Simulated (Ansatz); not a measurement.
**Pb(100) slab, 3 layers: from the cell to its phonons**

Aim: the vibrations of Pb(100) slab, 3 layers, their spectra, and whether the structure is stable.

Main program and level: Ansatz 0.2.0; DFT PBEsol, scalar-relativistic, plane waves, PAW; PAW set soft_1.

## (1) The structure

The cell holds 3 atoms: 3 Pb. Cell: a = 3.500 Å, b = 3.500 Å, c = 17.950 Å, α = 90.0°, β = 90.0°, γ = 90.0°. It derives from Pb. Vacuum lies along c.

## (2) Bringing the structure to rest

The cell and atoms are relaxed, since residual forces and stress would shift the frequencies.

The program solves this slab on a cell height of its own, 33.7 Å, in place of the one typed.

Input file input.yaml:

```yaml
crystal:
  lattice:
    - [2.475, 2.475, 0.0]
    - [-2.475, 2.475, 0.0]
    - [0.0, 0.0, 17.95]
  atoms:
    - { symbol: Pb, position: [0.0, 0.0, 0.362117] }
    - { symbol: Pb, position: [0.5, 0.5, 0.5] }
    - { symbol: Pb, position: [0.0, 0.0, 0.637883] }
  periodic: [true, true, false]
kpoints:
  mp_grid: { grid: [12, 12, 1] }
hamiltonian:
  xc: pbesol
  pseudopotentials: { kind: paw, azcp: { folder: soft_1 }, xc_functional: pbe }
scf:
  occupations: { method: gaussian, width: 0.1 }
output:
  forces: true
  stress: true
  eigenvalues: true
  write_density: true
  write_potential: true
  elf: true
  volumetric_format: npy
relax:
  adjacent_minimum: "off"
  f_tol: 0.005
  max_steps: 80
  cell: { stress_2d_tol: 0.02 }
```

The run is started by

```
ansatz run input.yaml --threads 4 --pin off --max-ram 16384MiB --backend cpu --events-out ev --progress --plain --runs-dir out
```

Numbers of over 12 decimals in the logs are rounded to 6 here.

The log of the run:

```text
Warning: crystal.periodic: the lattice vector that does not repeat stood 0.000° off the slab's normal, 17.950 Å along it as the deck builds it. The run solves the slab on a vector along the normal, 33.700 Å long, with every atom where it was (on the deck's vector they left 13.00 Å outside them, and the widest stretch free of ions among them is 2.47 Å). A fractional position that the run reports is one of the run's ce [...]
crystal.periodic: the lattice vector that does not repeat stood 0.000° off the slab's normal, 17.950 Å along it as the deck builds it. The run solves the slab on a vector along the normal, 33.700 Å long, with every atom where it was (on the deck's vector they left 13.00 Å outside them, and the widest stretch free of ions among them is 2.47 Å). A fractional position that the run reports is one of the run's cell, which [...]
Engine: ansatz 0.2.0, aarch64-unknown-linux-gnu
Pseudopotentials: kind: paw
Pseudopotential: Pb, paw, valence charge 14, recommended cutoff 420 eV (normal), soft_1/Pb.paw.azcp
Functional definition: PBEsol
  exchange = pbesol_x
  correlation = pbesol_c
Crystal: 3 atoms, lattice volume = 412.867 Å³
Basis set: ecut = 420 eV, 8045 PW (Γ), exchange–correlation on 48×48×480 points (8 copies of the dense FFT grid, shifted against one another)
Bands: 26, of which v1, the nominal top of the filled ones, is band 21 counted from 1 (20 counted from 0)
Symmetry: 16 space group operations
Space group: P4/mmm (ITA 123), of the structure as read, at distance tolerance 7.4e-5 Å
k-points: 28 of 144
Non-local potential: Pb, projectors of the file, l = 0: 2, l = 1: 2, l = 2: 2, l = 3: 1
PAW form: soft (Blöchl's): semilocal exchange-correlation on the pseudo side does not see the compensation charge
PAW frozen core: Pb, regenerated for the run's functional, and the local potential with it (the file was generated under x = pbe(κ = 0.804, μ = 0.219515), c = pbe(β = 0.066725))
PAW one-centre angular grid: Pb, 590 points (default); XC on 64 Gauss nodes
Initial density: superposition of atomic densities (neutral atoms: chi_scale 0, normalization atom)
Initial wavefunctions: pseudopotential atomic-orbital guess
Functional: x = pbesol(κ = 0.804, μ = 0.123457), c = pbesol(β = 0.046)
iter 1 solved again at ethr=1.55e-3 eV; its pass at ethr=3.10e-3 eV (dr2=6.50e-1 eV) is discarded
SCF iter   1: F=—  HF=-35270.825919 eV  |F-HF|=—  |Δ(HF+E_count)|=         —  Δρ=5.08e-3  dr2=6.78e-1  ethr=1.55e-3  ⟨swp⟩=1.0  Hψ=6215  notcnv=0
preconditioner: auto → LDOS  [metal: Δε(μ)=0.015 eV  Ē_g=15.727 eV  σ=0.100 eV  W_gap=0.08  n_scr=38 (ndim 8)  ℏωp=11.8 eV  f_vac=0.711  D(μ)=3.17/eV (n_scr^D=12)  β→1.0]
SCF iter   2: F=—  HF=-35270.689348 eV  |F-HF|=—  |Δ(HF+E_count)|=   1.37e-1  Δρ=3.22e-3  dr2=5.59e-2  ethr=1.55e-3  ⟨swp⟩=4.6  Hψ=1654  notcnv=0  defer=2
SCF iter   3: F=—  HF=-35270.689370 eV  |F-HF|=—  |Δ(HF+E_count)|=   2.21e-5  Δρ=2.06e-3  dr2=2.78e-2  ethr=1.33e-4  ⟨swp⟩=3.2  Hψ=1888  notcnv=0  defer=9
SCF iter   4: F=—  HF=-35270.679867 eV  |F-HF|=—  |Δ(HF+E_count)|=   9.50e-3  Δρ=2.98e-4  dr2=7.28e-4  ethr=6.62e-5  ⟨swp⟩=3.0  Hψ=1771  notcnv=0  defer=12
SCF iter   5: F=—  HF=-35270.679910 eV  |F-HF|=—  |Δ(HF+E_count)|=   4.36e-5  Δρ=1.36e-4  dr2=2.06e-4  ethr=1.73e-6  ⟨swp⟩=3.0  Hψ=1627  notcnv=0  defer=13
SCF iter   6: F=—  HF=-35270.679873 eV  |F-HF|=—  |Δ(HF+E_count)|=   3.74e-5  Δρ=5.11e-5  dr2=2.01e-5  ethr=4.91e-7  ⟨swp⟩=2.9  Hψ=1469  notcnv=0  defer=13
SCF iter   7: F=—  HF=-35270.679870 eV  |F-HF|=—  |Δ(HF+E_count)|=   3.38e-6  Δρ=1.41e-5  dr2=1.37e-6  ethr=4.78e-8  ⟨swp⟩=3.4  Hψ=1749  notcnv=0  defer=13
iter 8 did not close the SCF: its close was put off until two iterations running show no level that it waits for move by more than its bar (scf_convergence_deferred on its scf_iter line)
SCF iter   8: F=-35270.679870 eV  HF=-35270.679870 eV  |F-HF|=2.31e-8  |Δ(HF+E_count)|=   2.32e-7  Δρ=3.94e-6  dr2=7.08e-8  ethr=2.38e-10  ⟨swp⟩=20.3  Hψ=9289  notcnv=0
iter 9 did not close the SCF: its close was put off until two iterations running show no level that it waits for move by more than its bar (scf_convergence_deferred on its scf_iter line)
SCF iter   9: F=-35270.679870 eV  HF=-35270.679870 eV  |F-HF|=1.46e-10  |Δ(HF+E_count)|=   4.40e-8  Δρ=1.33e-6  dr2=7.54e-9  ethr=1.68e-10  ⟨swp⟩=10.9  Hψ=6258  notcnv=0
SCF iter  10: F=-35270.679870 eV  HF=-35270.679870 eV  |F-HF|=1.90e-9  |Δ(HF+E_count)|=   1.14e-9  Δρ=2.46e-7  dr2=3.26e-10  ethr=1.80e-11  ⟨swp⟩=9.6  Hψ=5991  notcnv=0
SCF 1 converged in 10 iterations: F = -35270.679870 eV  dr2 = 3.26e-10
  greatest PAW one-centre occupation: 0.979 electrons in one spin orbital (limit 2), on the Pb atom at site 2 (counted from 0), in its partial waves of l = 2
relax step   1: F+E_penalty+E_count = -35270.67986999 eV  Δ(F+E_penalty+E_count) = +0.000e0 eV  max|allowed force component| = 2.186e-1 eV/Å  Δτ_max = 0.0000 Å  P = -2.862 N/m  Ω = 412.867 Å³  fix = [c, alpha, beta]  reactions: c +0.000 N/m  (10 SCF iters, dr2 threshold 1.00e-7 eV, accepted)
Crystal: 3 atoms, lattice volume = 396.865 Å³
Basis set: ecut = 420 eV, 7725 PW (Γ), exchange–correlation on 48×48×480 points (8 copies of the dense FFT grid, shifted against one another)
Initial density: handed on by an earlier stage of this run
Initial wavefunctions: those handed on with the density
iter 1 solved again at ethr=6.15e-6 eV; its pass at ethr=3.10e-3 eV (dr2=2.58e-3 eV) is discarded
SCF iter   1: F=—  HF=-35270.754797 eV  |F-HF|=—  |Δ(HF+E_count)|=         —  Δρ=5.70e-4  dr2=2.86e-3  ethr=6.15e-6  ⟨swp⟩=4.2  Hψ=6648  notcnv=0
preconditioner: auto → LDOS  [metal: Δε(μ)=0.049 eV  Ē_g=15.974 eV  σ=0.100 eV  W_gap=0.27  n_scr=40 (ndim 8)  ℏωp=12.1 eV  f_vac=0.723  D(μ)=2.63/eV (n_scr^D=10)  β→1.0]
SCF iter   2: F=—  HF=-35270.754587 eV  |F-HF|=—  |Δ(HF+E_count)|=   2.10e-4  Δρ=3.51e-4  dr2=5.33e-4  ethr=6.15e-6  ⟨swp⟩=2.3  Hψ=1427  notcnv=0
SCF iter   3: F=—  HF=-35270.754464 eV  |F-HF|=—  |Δ(HF+E_count)|=   1.23e-4  Δρ=1.29e-4  dr2=2.06e-4  ethr=1.27e-6  ⟨swp⟩=3.0  Hψ=1929  notcnv=0
SCF iter   4: F=—  HF=-35270.754421 eV  |F-HF|=—  |Δ(HF+E_count)|=   4.29e-5  Δρ=6.84e-5  dr2=4.33e-5  ethr=4.90e-7  ⟨swp⟩=2.3  Hψ=1091  notcnv=0
SCF iter   5: F=—  HF=-35270.754413 eV  |F-HF|=—  |Δ(HF+E_count)|=   8.62e-6  Δρ=1.42e-5  dr2=3.54e-6  ethr=1.03e-7  ⟨swp⟩=2.7  Hψ=1490  notcnv=0
SCF iter   6: F=-35270.754412 eV  HF=-35270.754412 eV  |F-HF|=1.51e-8  |Δ(HF+E_count)|=   6.11e-7  Δρ=3.30e-6  dr2=7.85e-8  ethr=7.14e-10  ⟨swp⟩=17.7  Hψ=9646  notcnv=0
SCF 2 converged in 6 iterations: F = -35270.754412 eV  dr2 = 7.85e-8
  greatest PAW one-centre occupation: 0.978 electrons in one spin orbital (limit 2), on the Pb atom at site 2 (counted from 0), in its partial waves of l = 2
relax step   2: F+E_penalty+E_count = -35270.75441199 eV  Δ(F+E_penalty+E_count) = -7.454e-2 eV  max|allowed force component| = 7.653e-3 eV/Å  Δτ_max = 0.0645 Å  P = -1.050 N/m  Ω = 396.865 Å³  energy of the carried Pulay correction = +5.990e-4 eV  fix = [c, alpha, beta]  reactions: c +0.000 N/m  (6 SCF iters, dr2 threshold 3.00e-7 eV, accepted)
Crystal: 3 atoms, lattice volume = 384.554 Å³
Basis set: ecut = 420 eV, 7521 PW (Γ), exchange–correlation on 48×48×480 points (8 copies of the dense FFT grid, shifted against one another)
iter 1 solved again at ethr=1.20e-6 eV; its pass at ethr=3.10e-3 eV (dr2=5.05e-4 eV) is discarded
SCF iter   1: F=—  HF=-35270.768809 eV  |F-HF|=—  |Δ(HF+E_count)|=         —  Δρ=4.16e-4  dr2=6.51e-4  ethr=1.20e-6  ⟨swp⟩=4.8  Hψ=7048  notcnv=0
preconditioner: auto → LDOS  [metal: Δε(μ)=0.055 eV  Ē_g=16.028 eV  σ=0.100 eV  W_gap=0.30  n_scr=32 (ndim 8)  ℏωp=12.3 eV  f_vac=0.721  D(μ)=2.79/eV (n_scr^D=12)  β→1.0]
SCF iter   2: F=—  HF=-35270.768715 eV  |F-HF|=—  |Δ(HF+E_count)|=   9.40e-5  Δρ=1.83e-4  dr2=1.74e-4  ethr=1.20e-6  ⟨swp⟩=2.5  Hψ=1376  notcnv=0
SCF iter   3: F=—  HF=-35270.768681 eV  |F-HF|=—  |Δ(HF+E_count)|=   3.35e-5  Δρ=7.92e-5  dr2=3.27e-5  ethr=4.14e-7  ⟨swp⟩=3.0  Hψ=1843  notcnv=0
SCF iter   4: F=—  HF=-35270.768675 eV  |F-HF|=—  |Δ(HF+E_count)|=   5.93e-6  Δρ=2.92e-5  dr2=5.13e-6  ethr=7.78e-8  ⟨swp⟩=2.3  Hψ=1385  notcnv=0
SCF iter   5: F=—  HF=-35270.768675 eV  |F-HF|=—  |Δ(HF+E_count)|=   3.42e-7  Δρ=1.11e-5  dr2=1.13e-6  ethr=1.22e-8  ⟨swp⟩=2.5  Hψ=1567  notcnv=0
SCF iter   6: F=-35270.768675 eV  HF=-35270.768675 eV  |F-HF|=1.52e-8  |Δ(HF+E_count)|=   1.10e-7  Δρ=2.86e-6  dr2=7.00e-8  ethr=7.14e-10  ⟨swp⟩=19.6  Hψ=8771  notcnv=0
SCF 3 converged in 6 iterations: F = -35270.768675 eV  dr2 = 7.00e-8
relax step   3: F+E_penalty+E_count = -35270.76867487 eV  Δ(F+E_penalty+E_count) = -1.426e-2 eV  max|allowed force component| = 5.160e-2 eV/Å  Δτ_max = 0.0291 Å  P = +0.014 N/m  Ω = 384.554 Å³  energy of the carried Pulay correction = +1.088e-3 eV  fix = [c, alpha, beta]  reactions: c +0.000 N/m  (6 SCF iters, dr2 threshold 3.00e-7 eV, accepted)
[...]
relax step   4: F+E_penalty+E_count = -35270.77082221 eV  Δ(F+E_penalty+E_count) = -2.147e-3 eV  max|allowed force component| = 1.221e-2 eV/Å  Δτ_max = 0.0335 Å  P = +0.011 N/m  Ω = 381.748 Å³  energy of the carried Pulay correction = +1.203e-3 eV  fix = [c, alpha, beta]  reactions: c +0.000 N/m  (5 SCF iters, dr2 threshold 1.66e-7 eV, accepted)
[...]
relax step   5: F+E_penalty+E_count = -35270.77097608 eV  Δ(F+E_penalty+E_count) = -1.539e-4 eV  max|allowed force component| = 1.340e-3 eV/Å  Δτ_max = 0.0097 Å  P = -0.001 N/m  Ω = 381.021 Å³  energy of the carried Pulay correction = +1.233e-3 eV  fix = [c, alpha, beta]  reactions: c +0.000 N/m  (7 SCF iters, dr2 threshold 9.31e-9 eV, accepted)
Initial wavefunctions: pseudopotential atomic-orbital guess (no wavefunctions were taken with the density)
iter 1 solved again at ethr=8.78e-7 eV; its pass at ethr=3.10e-3 eV (dr2=3.69e-4 eV) is discarded
SCF iter   1: F=—  HF=-35270.769896 eV  |F-HF|=—  |Δ(HF+E_count)|=         —  Δρ=6.13e-5  dr2=2.35e-6  ethr=8.78e-7  ⟨swp⟩=5.1  Hψ=8170  notcnv=0
preconditioner: auto → LDOS  [metal: Δε(μ)=0.072 eV  Ē_g=16.041 eV  σ=0.100 eV  W_gap=0.37  n_scr=32 (ndim 8)  ℏωp=12.3 eV  f_vac=0.719  D(μ)=3.01/eV (n_scr^D=12)  β→1.0]
SCF iter   2: F=—  HF=-35270.769886 eV  |F-HF|=—  |Δ(HF+E_count)|=   1.03e-5  Δρ=1.23e-5  dr2=4.72e-7  ethr=5.60e-9  ⟨swp⟩=3.5  Hψ=1919  notcnv=0
SCF iter   3: F=—  HF=-35270.769885 eV  |F-HF|=—  |Δ(HF+E_count)|=   2.19e-7  Δρ=4.07e-6  dr2=4.27e-8  ethr=1.12e-9  ⟨swp⟩=2.3  Hψ=1353  notcnv=0
SCF iter   4: F=—  HF=-35270.769885 eV  |F-HF|=—  |Δ(HF+E_count)|=  4.07e-10  Δρ=7.53e-7  dr2=1.41e-9  ethr=1.02e-10  ⟨swp⟩=3.2  Hψ=1921  notcnv=0
SCF iter   5: F=—  HF=-35270.769885 eV  |F-HF|=—  |Δ(HF+E_count)|=   1.92e-9  Δρ=1.35e-7  dr2=7.57e-11  ethr=3.35e-12  ⟨swp⟩=2.9  Hψ=1615  notcnv=0
SCF iter   6: F=—  HF=-35270.769885 eV  |F-HF|=—  |Δ(HF+E_count)|=  2.55e-10  Δρ=3.26e-8  dr2=5.34e-12  ethr=1.00e-12  ⟨swp⟩=2.4  Hψ=1353  notcnv=0
SCF iter   7: F=-35270.769885 eV  HF=-35270.769885 eV  |F-HF|=7.28e-12  |Δ(HF+E_count)|=  5.82e-11  Δρ=7.44e-9  dr2=1.17e-12  ethr=1.00e-12  ⟨swp⟩=14.2  Hψ=5685  notcnv=0
SCF 6 converged in 7 iterations: F = -35270.769885 eV  dr2 = 1.17e-12
relax step   6: F+E_penalty+E_count = -35270.76988531 eV  Δ(F+E_penalty+E_count) = +1.091e-3 eV  max|allowed force component| = 1.394e-3 eV/Å  Δτ_max = 0.0000 Å  P = -0.008 N/m  Ω = 381.021 Å³  fix = [c, alpha, beta]  reactions: c +0.000 N/m  stress off target by 7.90e-3 N/m on what of the cell is left free  SCF on the basis re-selected at this cell (its energy is not comparable with the rows above)  (7 SCF iters)
basis re-selected at this cell: Δ(F+E_penalty+E_count) = +1.091e-3 eV, ΔP = -0.007 N/m vs the last step (what re-selecting the basis moved, of the pressure what is left beyond the Pulay correction that the steps carried, after the strain that the cell walked since its last selection, with what the two solves' SCF thresholds leave and, on support functions, any second-order correction that the steps lacked; it is no m [...]
SCF converged after 7 iterations
Free energy (F): -35270.769885 eV
Harris-Foulkes:  -35270.769885 eV  (|F-HF|=7.28e-12)
Internal energy: -35270.754844 eV  (E = F + TS)
E sigma→0 (E₀):  -35270.762364 eV
Entropy (-TS):   -0.015042 eV (-5.014 meV/atom)
Fermi energy:    -3.796769 eV
--- Per-component energies (eV) ---
  E_band       = -729.510446
  E_kinetic    = 880.428139
  E_local      = -87995.414481  (includes V_loc(G=0)·N_el)
  E_nonlocal   = 921.929558
  E_hartree    = 43344.698032
  E_xc         = -611.982811
  E_vxc        = -413.584967  (∫ρ·V_xc dr)
  E_paw        = -30729.287222  (= ΣΔE_a)
  E_vpaw       = -812.265018  (= ΣTr[D̂ρ^β])
  E_aug_tail   = -0.000028  (compensation charges beyond the density's cutoff)
  E_ewald      = 38918.687460
  E_core_change = 0.186511  (= ΣΔE_core)
  E_smearing   = -0.015042  (= −TS)
  E_closure    = -0.000000  (closes the sum)
  Σ components = -35270.769885   (vs F -35270.769885, Δ=0.00e0)
--- Forces (eV/Å), atoms counted from 1 ---
  atom   1  Pb    -0.00000000     0.00000000    -0.00139396
  atom   2  Pb    -0.00000000     0.00000000     0.00000000
  atom   3  Pb    -0.00000000     0.00000000     0.00139396
  max |Σ_I F_I| component: 3.23e-27 eV/Å
--- 2D stress c σ (N/m, compression-positive) ---
       -0.007900      -0.000000       0.000000
       -0.000000      -0.007900       0.000000
        0.000000       0.000000       0.000000
  P = ½ c Tr σ = -0.0079 N/m
--- Band table (eV; the first three rows and the last of 28) ---
  k-point 0: bands = [... 17 lower, -12.0116, -6.5343, -3.6679, -0.9546 (-0.9553°), -0.6669 (-0.6669°), -0.6669 (-0.6669°), -0.1561 (-0.1888°), 0.3808, ... 1 higher]
  k-point 1: bands = [... 17 lower, -11.9473, -6.4308, -3.7219, -1.5294 (-1.5294°), -1.1087 (-1.1089°), -0.5530 (-0.5530°), -0.1103 (-0.1237°), -0.0470, ... 1 higher]
  k-point 2: bands = [... 17 lower, -11.7664, -6.1375, -4.2891, -2.4390, -2.4191, -0.2926 (-0.2951°), -0.2176 (-0.2176°), -0.2001, ... 1 higher]
  k-point 27: bands = [... 17 lower, -9.9983, -6.6555, -6.6555, -5.0358, -5.0358, -3.0406, -3.0406, -2.7557, ... 1 higher]
  ° read free of the cell's end (the report's vacuum.weakly_bound_levels)
--- Relaxed structure (5 steps of the walk, 5 accepted, 1 SCFs on fresh bases) ---
  F+E_penalty+E_count = -35270.76988531 eV   max|allowed force component| = 1.394e-3 eV/Å   (the final SCF, on the basis selected at the relaxed cell)
  cell:  # Å, volume = 381.0208 Å³
    - [2.377631, 2.377631, 0.0]
    - [-2.377631, 2.377631, 0.0]
    - [0.0, 0.0, 33.699999]
  atoms:
    - { symbol: Pb, position: [0, 0, 0.192646] }
    - { symbol: Pb, position: [0.5, 0.5, 0.266320] }
    - { symbol: Pb, position: [0, 0, 0.339995] }
```

Elapsed: 40 s, on 4 threads of Arm Neoverse V1, shared host; peak memory 0.78 GiB.

Step by step:

```
step  energy less that of the first step (eV)  largest force component (eV/Å)  volume (Å³)
   1                                   0.0000                          0.2186       412.87
   2                                  -0.0745                          0.0077       396.87
   3                                  -0.0888                          0.0516       384.55
   4                                  -0.0910                          0.0122       381.75
   5                                  -0.0911                          0.0013       381.02
  6*                                  -0.0900                          0.0014       381.02
```

Relaxation steps marked * repeat the geometry before them on a plane-wave basis chosen anew for their cell, so energy and pressure can jump there.

Forces are held to the 16 operations that the run works with; a distortion that breaks them can't arise in this run.

```
cell as run  before  after  change
      a (Å)   3.500  3.362  -3.9 %
      b (Å)   3.500  3.362  -3.9 %
```

Final coordinates:

```xyz
3
Lattice="2.3776 2.3776 0.0000 -2.3776 2.3776 0.0000 0.0000 0.0000 33.7000" Properties=species:S:1:pos:R:3
Pb    0.0000    0.0000    6.4922
Pb    0.0000    2.3776    8.9750
Pb    0.0000    0.0000   11.4578
```

This step gave:

```yaml
gap_on_the_k_mesh: 0 eV
area_per_atom: 3.769 Å²
```

Valence density in the ac plane at fractional y = 0.000, with atoms of Pb within 0.2 Å of it. It is the smooth field of the valence electrons, not physical close to the nuclei.

Values in e/Å³, 24 rows by 14 columns, each cell a mean:
```
0.0 0.0 0.0 0.0 0.0 0.0 0.0 0.0 0.0 0.0 0.0 0.0 0.0 0.0
0.0 0.0 0.0 0.0 0.0 0.0 0.0 0.0 0.0 0.0 0.0 0.0 0.0 0.0
0.0 0.0 0.0 0.0 0.0 0.0 0.0 0.0 0.0 0.0 0.0 0.0 0.0 0.0
0.0 0.0 0.0 0.0 0.0 0.0 0.0 0.0 0.0 0.0 0.0 0.0 0.0 0.0
0.0 0.0 0.0 0.0 0.0 0.0 0.0 0.0 0.0 0.0 0.0 0.0 0.0 0.0
0.0 0.0 0.0 0.0 0.0 0.0 0.0 0.0 0.0 0.0 0.0 0.0 0.0 0.0
0.0 0.0 0.0 0.0 0.0 0.0 0.0 0.0 0.0 0.0 0.0 0.0 0.0 0.0
0.0 0.0 0.0 0.0 0.0 0.0 0.0 0.0 0.0 0.0 0.0 0.0 0.0 0.0
0.0 0.0 0.0 0.0 0.0 0.0 0.0 0.0 0.0 0.0 0.0 0.0 0.0 0.0
0.0 0.0 0.0 0.0 0.0 0.0 0.0 0.0 0.0 0.0 0.0 0.0 0.0 0.0
0.0 0.0 0.0 0.0 0.0 0.0 0.0 0.0 0.0 0.0 0.0 0.0 0.0 0.0
0.0 0.0 0.0 0.0 0.0 0.0 0.0 0.0 0.0 0.0 0.0 0.0 0.0 0.0
0.0 0.0 0.0 0.0 0.0 0.0 0.0 0.0 0.0 0.0 0.0 0.0 0.0 0.0
0.0 0.0 0.0 0.0 0.0 0.0 0.0 0.0 0.0 0.0 0.0 0.0 0.0 0.0
0.1 0.1 0.1 0.1 0.0 0.0 0.0 0.0 0.0 0.0 0.0 0.1 0.1 0.1
4.9 4.1 2.7 1.4 0.5 0.2 0.1 0.1 0.2 0.3 0.7 1.5 2.9 4.3
1.6 1.3 0.9 0.5 0.2 0.2 0.1 0.1 0.1 0.2 0.3 0.5 1.0 1.4
0.1 0.1 0.1 0.1 0.1 0.1 0.1 0.1 0.1 0.1 0.1 0.1 0.1 0.1
1.1 1.0 0.7 0.4 0.2 0.1 0.1 0.1 0.1 0.1 0.2 0.4 0.7 1.0
5.2 4.4 2.9 1.5 0.6 0.2 0.2 0.1 0.2 0.3 0.7 1.7 3.1 4.6
0.1 0.1 0.1 0.1 0.0 0.0 0.0 0.0 0.0 0.0 0.1 0.1 0.1 0.1
0.0 0.0 0.0 0.0 0.0 0.0 0.0 0.0 0.0 0.0 0.0 0.0 0.0 0.0
0.0 0.0 0.0 0.0 0.0 0.0 0.0 0.0 0.0 0.0 0.0 0.0 0.0 0.0
0.0 0.0 0.0 0.0 0.0 0.0 0.0 0.0 0.0 0.0 0.0 0.0 0.0 0.0
```
Columns run along a (3.4 Å), rows up along c (33.7 Å). Atoms in or near the plane, at fractional coordinates: Pb at (0.00, 0.19), Pb at (0.00, 0.34).

ELF in the ac plane at fractional y = 0.000, with atoms of Pb within 0.2 Å of it. It is the smooth field of the valence electrons, not physical close to the nuclei.

Ten even steps from '0' (0.00) to '9' (0.43), each cell a mean:
```
00000000000000000
00000000000000000
00000000000000000
00000000000000000
00000000000000000
00000000000000000
00000000000000000
00000000000000000
00000000000000000
00000000000000000
00000000000000000
00000000000000000
00000000000000000
00000000000000000
77776543223456777
34589987667899854
66777665555667776
33344444444444433
66776655555566776
33589987667899853
88877643333467788
00000000000000000
00000000000000000
00000000000000000
```
Columns run along a (3.4 Å), rows up along c (33.7 Å). Atoms in or near the plane, at fractional coordinates: Pb at (0.00, 0.19), Pb at (0.00, 0.34).

Electrostatic potential energy in the ac plane at fractional y = 0.000, with atoms of Pb within 0.2 Å of it. With pseudopotentials it is smooth inside the atoms' cores, unlike the true potential.

Ten even steps from '0' (-39 eV) to '9' (0 eV), each cell a mean:
```
99999999999999999
99999999999999999
99999999999999999
99999999999999999
99999999999999999
99999999999999999
99999999999999999
99999999999999999
99999999999999999
99999999999999999
99999999999999999
99999999999999999
99999999999999999
99999999999999999
99999999999999999
00012688998862100
44457889999887544
99999999999999999
55567899999987655
00002588998852000
88999999999999998
99999999999999999
99999999999999999
99999999999999999
```
Columns run along a (3.4 Å; values clipped at the 3rd and 97th percentile), rows up along c (33.7 Å). Atoms in or near the plane, at fractional coordinates: Pb at (0.00, 0.19), Pb at (0.00, 0.34).

[end of part 1 of 3]

[Logs are printed without paths, hosts, clocks, repeated set-up lines and the standing remarks that a program may print on its own settings, such as how far it seeks lower states.]

[Hosts, paths, dates, database ids (printed as entryN), source tags and the programs' standing remarks are cut or masked in the printed files.]
